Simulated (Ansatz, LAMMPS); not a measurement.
# Relaxing aqueous NH4+ and HCO3-, 3.6 mol of salt per kg of water, from a frame at 300 K (113 atoms)

Aim: bring aqueous NH4+ and HCO3-, 3.6 mol of salt per kg of water, from a frame at 300 K (113 atoms) to a nearby minimum of the energy and see what moves.

Program: Ansatz 0.2.0. Level of theory: Kohn-Sham DFT, PBE+D4, PAW (set soft_2), plane waves. Results are calculated unless marked as measured.

### Step 1. Set-up

The cell holds 113 atoms: 2 N, 72 H, 37 O and 2 C. Cell: a = 10.228 Å, b = 10.228 Å, c = 10.228 Å, α = 90.0°, β = 90.0°, γ = 90.0°. 31 H2O, 2 NH4+, 2 HCO3- placed at random, at 1.11 g/cm³; overlaps pushed apart, then 10 ps at 420 K with MMFF94 bonds, angles, torsions, charges and radii (Halgren, J. Comput. Chem. 17, 490 (1996)) in harmonic and 12-6 forms; SPC/E water (Berendsen, Grigera and Straatsma, J. Phys. Chem. 91, 6269 (1987)). Snapshot after 20 ps at 300 K and fixed volume.

Before any run, some limits are plain. The network of contacts between molecules at the start is that of the classical potential that made the cell. The concentration wasn't checked against solubility and may exceed it. The density was typed from a rule of thumb and may lie off the real one at this temperature. Sampling is at Γ alone, for a cell whose shortest periodic width is 10 Å.

### Step 2. Single point at the start

A single point comes first, to see the forces before anything moves.

Input file input.yaml:

```yaml
crystal:
  lattice:
    - [10.22827, 0.0, 0.0]
    - [0.0, 10.22827, 0.0]
    - [0.0, 0.0, 10.22827]
  atoms:
    - { symbol: "N", position: [0.38336, 0.85011, 0.34338] }
    - { symbol: H, position: [0.41678, 0.93276, 0.3986] }
    - { symbol: H, position: [0.28147, 0.86438, 0.33728] }
    - { symbol: H, position: [0.39934, 0.76517, 0.39446] }
    [... 103 atom lines left out ...]
    - { symbol: O, position: [0.23676, 0.9925, 0.6824] }
    - { symbol: H, position: [0.17922, 0.91952, 0.65203] }
    - { symbol: H, position: [0.21284, 0.01688, 0.77401] }
    - { symbol: O, position: [0.1873, 0.66114, 0.06559] }
    - { symbol: H, position: [0.19535, 0.58497, 0.00483] }
    - { symbol: H, position: [0.27648, 0.69174, 0.09148] }
kpoints:
  mp_grid: { grid: [1, 1, 1] }
hamiltonian:
  xc: pbe
  dispersion: d4
scf:
  occupations: { method: fixed }
output:
  forces: true
  stress: true
  populations: true
  dos:
    method: { smearing: { sigma: 0.15 } }
    de: 0.1
    projected: { site_lists: { C: [C], H: [H], "N": ["N"], O: [O] } }
  eigenvalues: true
```

On the command line:

```console
> ansatz run input.yaml --threads 4 --pin off --max-ram 8192MiB --backend cpu --events-out ev --progress --plain --runs-dir out
```

Wall time 13 s (4 threads of Arm Neoverse V2, shared host); peak memory 1.2 GiB.

The run gave:

* free energy: -23424.5201 eV
* free energy per atom: -207.2966 eV/atom
* SCF cycles: 9
* pressure: 0.1746 GPa
* r.m.s. force component: 0.8112 eV/Å
* longest force: 7.406 eV/Å
* Fermi energy: -1.599 eV
* gap (highest filled to lowest empty level): 4.247 eV
* spilling of the projection: 0.01127

The r.m.s. force component of 0.81 eV/Å and the pressure of 0.17 GPa set the starting point.

Neighbours are counted within 1.21 Å (H-O), 1.27 Å (H-N), 1.73 Å (O-C).

Length of the force by element and coordination:

| element | coordination | atoms | mean length of the force (eV/Å) | spread | least | most |
| --- | --- | --- | --- | --- | --- | --- |
| C | all | 2 | 4.56 | 2.85 | 1.71 | 7.41 |
| H | all | 72 | 0.929 | 0.475 | 0.219 | 3.67 |
| N | all | 2 | 1.73 | 0.860 | 0.866 | 2.59 |
| O | all | 37 | 1.07 | 1.000 | 0.248 | 6.37 |
| O | 1 | 4 | 2.89 | 2.02 | 1.53 | 6.37 |
| O | 2 | 33 | 0.852 | 0.422 | 0.248 | 2.22 |

### Step 3. Relaxation

With the cell held, the atoms are moved downhill towards a nearby minimum.

input.yaml, the sections that differ from step 2:

```yaml
output:
  forces: true
relax:
  f_tol: 0.03
  max_steps: 200
# crystal, kpoints, hamiltonian, scf: as in step 2
```

The job ended after 4.8 min (4 threads; peak memory 1.1 GiB; 18 min of CPU time).

Step by step (22 of 40):

| step | energy less that of the first step (eV) | largest force component (eV/Å) |
| --- | --- | --- |
| 1 | 0.0000 | 7.1067 |
| 3 | -5.2228 | 1.3003 |
| 5 | -6.5030 | 0.9292 |
| 7 | -6.9980 | 0.3668 |
| 8 | -7.1077 | 0.8455 |
| 10 | -7.3230 | 0.4537 |
| 12 | -7.3755 | 0.1973 |
| 14 | -7.3915 | 0.0871 |
| 16 | -7.3960 | 0.0580 |
| 18 | -7.3984 | 0.0460 |
| 20 | -7.4019 | 0.1277 |
| 21 | -7.4048 | 0.3762 |
| 23 | -7.4495 | 0.4444 |
| 25 | -7.4111 | 0.4949 |
| 27 | -7.4971 | 0.2637 |
| 29 | -7.5100 | 0.0151 |
| 31 | -7.5146 | 0.0877 |
| 33 | -7.5314 | 0.1152 |
| 34 | -7.5436 | 0.1856 |
| 36 | -7.5537 | 0.1688 |
| 38 | -7.5573 | 0.0421 |
| 40 | -7.5581 | 0.0195 |

Relaxation steps 25, 27, 37, 39 were tried and not accepted.

The atoms that moved most (Å):

| atom | dx | dy | dz | length |
| --- | --- | --- | --- | --- |
| O27 | -0.147 | 1.083 | -0.987 | 1.473 |
| H29 | 0.027 | 0.746 | -0.965 | 1.220 |
| H32 | 1.001 | 0.153 | -0.424 | 1.097 |
| H74 | 0.268 | -0.509 | -0.899 | 1.067 |
| H9 | -0.260 | 0.700 | 0.697 | 1.022 |
| O42 | -0.357 | -0.628 | -0.678 | 0.991 |
| O81 | 0.451 | -0.852 | 0.055 | 0.966 |
| H62 | 0.549 | 0.733 | 0.277 | 0.957 |

The relaxation changed the energy by -66.9 meV/atom, and atoms moved by 0.58 Å r.m.s., 1.5 Å at most.

### Step 4. Structure statistics after relaxation

Bonds before and after, by the cutoffs listed below:

| pair | bonds before | bonds after | mean before (Å) | mean after (Å) | spread before (Å) | spread after (Å) |
| --- | --- | --- | --- | --- | --- | --- |
| H-O | 64 | 64 | 1.000 | 0.993 | 0.002 | 0.012 |
| H-N | 8 | 8 | 1.038 | 1.046 | 0.023 | 0.013 |
| O-C | 6 | 6 | 1.266 | 1.299 | 0.038 | 0.046 |

Density 1.11 g/cm³, 9.470 Å³ an atom.

Pair distribution functions g(r), in bins of 0.2 Å:

| r (Å) | total | H-H | H-O | H-C | H-N | O-O | O-C |
| --- | --- | --- | --- | --- | --- | --- | --- |
| 0.90 | 3.79 | 0.00 | 9.10 | 0.00 | 0.00 | 0.00 | 0.00 |
| 1.10 | 1.12 | 0.00 | 1.50 | 0.00 | 21.75 | 0.00 | 0.00 |
| 1.30 | 0.23 | 0.00 | 0.00 | 0.00 | 0.00 | 0.00 | 20.25 |
| 1.50 | 0.76 | 1.60 | 0.27 | 0.00 | 0.00 | 0.00 | 0.00 |
| 1.70 | 1.34 | 1.11 | 2.15 | 0.00 | 0.00 | 0.00 | 0.00 |
| 1.90 | 0.53 | 0.04 | 1.19 | 0.80 | 0.00 | 0.00 | 0.00 |
| 2.10 | 0.45 | 1.05 | 0.00 | 0.72 | 0.00 | 0.00 | 0.00 |
| 2.30 | 1.00 | 2.14 | 0.09 | 0.53 | 0.00 | 0.73 | 0.00 |
| 2.50 | 0.46 | 0.99 | 0.02 | 0.91 | 0.00 | 0.28 | 0.00 |
| 2.70 | 0.79 | 0.54 | 0.26 | 2.81 | 0.00 | 3.54 | 0.00 |
| 2.90 | 0.64 | 0.25 | 0.78 | 1.02 | 0.00 | 1.30 | 0.00 |
| 3.10 | 0.98 | 0.53 | 1.54 | 0.31 | 2.73 | 0.45 | 0.59 |
| 3.30 | 1.29 | 0.85 | 1.92 | 0.55 | 1.94 | 0.52 | 1.08 |
| 3.50 | 1.03 | 1.12 | 1.07 | 0.24 | 1.18 | 0.55 | 2.36 |
| 3.70 | 1.17 | 1.36 | 1.09 | 1.54 | 0.62 | 0.77 | 2.07 |
| 3.90 | 1.15 | 1.29 | 1.09 | 1.17 | 0.00 | 1.03 | 0.74 |
| 4.10 | 1.03 | 0.95 | 0.96 | 2.63 | 1.26 | 1.18 | 1.05 |
| 4.30 | 1.15 | 1.21 | 0.93 | 1.43 | 1.29 | 1.65 | 0.61 |
| 4.50 | 1.00 | 1.01 | 0.93 | 1.18 | 0.73 | 1.17 | 1.13 |
| 4.70 | 1.08 | 1.03 | 1.06 | 1.09 | 1.05 | 1.43 | 0.77 |
| 4.90 | 0.94 | 0.90 | 1.00 | 0.25 | 0.99 | 1.02 | 0.72 |

Bonds by pair of elements; cutoffs follow the first minimum of g(r), held within bounds set by covalent radii, and pairs that aren't listed don't count as bonded:

| pair A-B | cutoff (Å) | bonds | mean length (Å) | spread (Å) | shortest (Å) | B about A | A about B |
| --- | --- | --- | --- | --- | --- | --- | --- |
| H-O | 1.21 | 64 | 0.993 | 0.012 | 0.971 | 0.889 | 1.73 |
| H-N | 1.27 | 8 | 1.05 | 0.013 | 1.03 | 0.111 | 4 |
| O-C | 1.73 | 6 | 1.30 | 0.046 | 1.26 | 0.162 | 3 |

How many atoms have how many bonded neighbours:

| element | mean | 1 | 2 | 3 | 4 |
| --- | --- | --- | --- | --- | --- |
| C | 3 | 0 | 0 | 2 | 0 |
| H | 1 | 72 | 0 | 0 | 0 |
| N | 4 | 0 | 0 | 0 | 2 |
| O | 1.89 | 4 | 33 | 0 | 0 |

Bond angles, per cent of each kind in bins of 5°:

| angle (°) | H-O-H | H-N-H |
| --- | --- | --- |
| 100–105 | 25.8 | 0.0 |
| 105–110 | 71.0 | 50.0 |
| 110–115 | 3.2 | 50.0 |

Bond angles (no mean is given where the spread exceeds 20°):

| angle | count | mean (°) | spread (°) |
| --- | --- | --- | --- |
| H-O-H | 31 | 106 | 2.1 |
| H-N-H | 12 | 110 | 1.5 |
| O-C-O | 6 | 120 | 4 |
| C-O-H | 2 | 111 | 2.1 |

Hydrogen bonds between water molecules (O–O under 3.5 Å, H–O···O angle under 30°):

| hydrogen bonds to other water | molecules |
| --- | --- |
| 0 | 0 |
| 1 | 0 |
| 2 | 5 |
| 3 | 17 |
| 4 | 8 |
| 5 | 1 |

Bond length by coordination (bonds to H left out):

| element | coordination | atoms | mean bond length (Å) |
| --- | --- | --- | --- |
| O | 1 | 4 | 1.27 |
| O | 2 | 2 | 1.36 |

With the cutoffs above, all C atoms have 3, all H atoms have 1, all N atoms have 4 and 89 % of O atoms have 2 bonded neighbours. The H-O-H angle averages 106° with a spread of 2°. The 31 water molecules hold 3.16 hydrogen bonds each to other water on average, with a mean O–O distance of 2.75 Å.

### Step 5. Single point at the relaxed geometry

The electronic structure is read at the final geometry, in a run of its own.

Input file input.yaml:

```yaml
crystal:
  lattice:
    - [10.22827, 0.0, 0.0]
    - [0.0, 10.22827, 0.0]
    - [0.0, 0.0, 10.22827]
  atoms:
    - { symbol: "N", position: [0.34527, 0.88514, 0.34616] }
    - { symbol: H, position: [0.34162, 0.97078, 0.40687] }
    - { symbol: H, position: [0.25214, 0.86595, 0.31052] }
    - { symbol: H, position: [0.37448, 0.80406, 0.39994] }
    [... 103 atom lines left out ...]
    - { symbol: O, position: [0.30576, 0.95412, 0.71187] }
    - { symbol: H, position: [0.24427, 0.88484, 0.68296] }
    - { symbol: H, position: [0.26519, 0.99102, 0.79159] }
    - { symbol: O, position: [0.2424, 0.62399, 0.04876] }
    - { symbol: H, position: [0.26279, 0.59849, 0.9547] }
    - { symbol: H, position: [0.32004, 0.67516, 0.07585] }
kpoints:
  mp_grid: { grid: [1, 1, 1] }
hamiltonian:
  xc: pbe
  dispersion: d4
scf:
  occupations: { method: fixed }
output:
  forces: true
  stress: true
  populations: true
  dos:
    method: { smearing: { sigma: 0.15 } }
    de: 0.1
    projected: { site_lists: { C: [C], H: [H], "N": ["N"], O: [O] } }
  eigenvalues: true
  write_density: true
  write_potential: true
  volumetric_format: npy
```

Wall time 14 s (4 threads); peak memory 1.2 GiB; 52 s of CPU time.

The program notes that the exchange-correlation potential is rough where the density is thin.

Read from the output:

| Quantity | Value |
| --- | --- |
| free energy | -23432.0782 eV |
| free energy per atom | -207.3635 eV/atom |
| SCF cycles | 9 |
| pressure | 0.04649 GPa |
| r.m.s. force component | 0.00357 eV/Å |
| longest force | 0.02651 eV/Å |
| Fermi energy | -1.725 eV |
| gap (highest filled to lowest empty level) | 4.587 eV |
| spilling of the projection | 0.01097 |

Löwdin charges by element and coordination (they lack the spilled electrons, 0.030 e an atom on average):

| element | coordination | atoms | mean charge (e) | spread | least | most |
| --- | --- | --- | --- | --- | --- | --- |
| C | all | 2 | 0.711 | 3.0e-4 | 0.711 | 0.712 |
| H | all | 72 | 0.380 | 0.0175 | 0.330 | 0.406 |
| N | all | 2 | -0.538 | 0.0053 | -0.544 | -0.533 |
| O | all | 37 | -0.656 | 0.0687 | -0.711 | -0.475 |
| O | 1 | 4 | -0.518 | 0.0045 | -0.522 | -0.511 |
| O | 2 | 33 | -0.673 | 0.0519 | -0.711 | -0.475 |

Density of states as counts of states in windows of 1 eV (from the Fermi level), total and the larger projections:

| from (eV) | to (eV) | total | O p | H s |
| --- | --- | --- | --- | --- |
| -10 | -9 | 1.5 | 0.8 | 0.2 |
| -9 | -8 | 2.5 | 1.5 | 0.4 |
| -8 | -7 | 24.7 | 16.5 | 6.9 |
| -7 | -6 | 47.8 | 26.6 | 13.7 |
| -6 | -5 | 12.4 | 7.9 | 1.3 |
| -5 | -4 | 16.9 | 12.5 | 1.7 |
| -4 | -3 | 26.3 | 21.2 | 1.9 |
| -3 | -2 | 22.8 | 19.6 | 0.8 |
| -2 | -1 | 52.7 | 51.3 | 0.3 |
| -1 | 0 | 25.7 | 25.0 | 0.1 |
| 0 | 1 | 0.7 | 0.7 | 0.0 |
| 1 | 4 | 0.0 | 0.0 | 0.0 |
| 4 | 5 | 2.0 | 0.0 | 1.2 |

With fixed occupations the program's Fermi level is the highest filled level; weight inside the gap is the broadening of levels at its edges.

Between -22 and -10 eV lie 78 more states.

The levels nearest the highest filled one (over half full), pooled over k-points and spins:

| level less the highest filled one (eV) | occupation |
| --- | --- |
| -0.607 | 2 |
| -0.497 | 2 |
| -0.457 | 2 |
| -0.406 | 2 |
| -0.146 | 2 |
| 0 | 2 |
| 4.59 | 0 |
| 5.68 | 0 |
| 5.96 | 0 |
| 6.26 | 0 |
| 6.37 | 0 |
| 6.46 | 0 |

Mean Löwdin charges: C +0.71, H +0.38, N -0.54, O -0.66 e (they miss 1.1 % of the electrons, so they add up to more than the cell's charge). The largest share in the top eV of filled states is O p (98 % of the projected weight), and in the lowest eV of empty states H s (63 % of the projected weight).

### Step 6. Outcome

```yaml
energy_change_in_the_relaxation: -66.89 meV/atom
r_m_s_displacement: 0.584 Å
largest_displacement: 1.473 Å
free_energy_per_atom: -207.3635 eV/atom
pressure: 0.04649 GPa
r_m_s_force_component: 0.00357 eV/Å
spacing_of_highest_filled_and_lowest_empty_level: 4.587 eV
wall_time_of_the_3_dft_runs: 5.2 min
```

In words: Relaxation lowers the energy by 66.9 meV/atom and moves atoms by 0.58 Å r.m.s.; the r.m.s. force component goes from 0.81 to 0.0036 eV/Å, the pressure goes from 0.17 to 0.046 GPa, and the gap from 4.25 to 4.59 eV. By the final cutoffs no bond was broken or made. From the first step to the last the energy fell by 7.558 eV, and the largest move was 1.47 Å (O27). The O-C bonds change most in mean length: from 1.266 Å (spread 0.038) to 1.299 Å (spread 0.046). With the cutoffs above, all C atoms have 3, all H atoms have 1, all N atoms have 4 and 89 % of O atoms have 2 bonded neighbours. The 31 water molecules hold 3.16 hydrogen bonds each to other water on average, with a mean O–O distance of 2.75 Å. Filled and empty levels are parted by 4.59 eV (at Γ alone); a semilocal functional tends to put such gaps too low. In a disordered cell it changes from sample to sample and from frame to frame.

Caveats: The network of contacts between molecules at the start is that of the classical potential that made the cell; in DFT atoms moved by 0.58 Å r.m.s.

[Logs are printed without paths, hosts, clocks, repeated set-up lines and the standing remarks that a program may print on its own settings, such as how far it seeks lower states.]

[Hosts, paths, dates, database ids (printed as entryN), source tags and the programs' standing remarks are cut or masked in the printed files.]

[The MMFF94 radii named for the starting cell were scaled by 0.96; in molecules described by MMFF94, hydrogen bound to N, O or S took a small fixed 12-6 site in their place.]
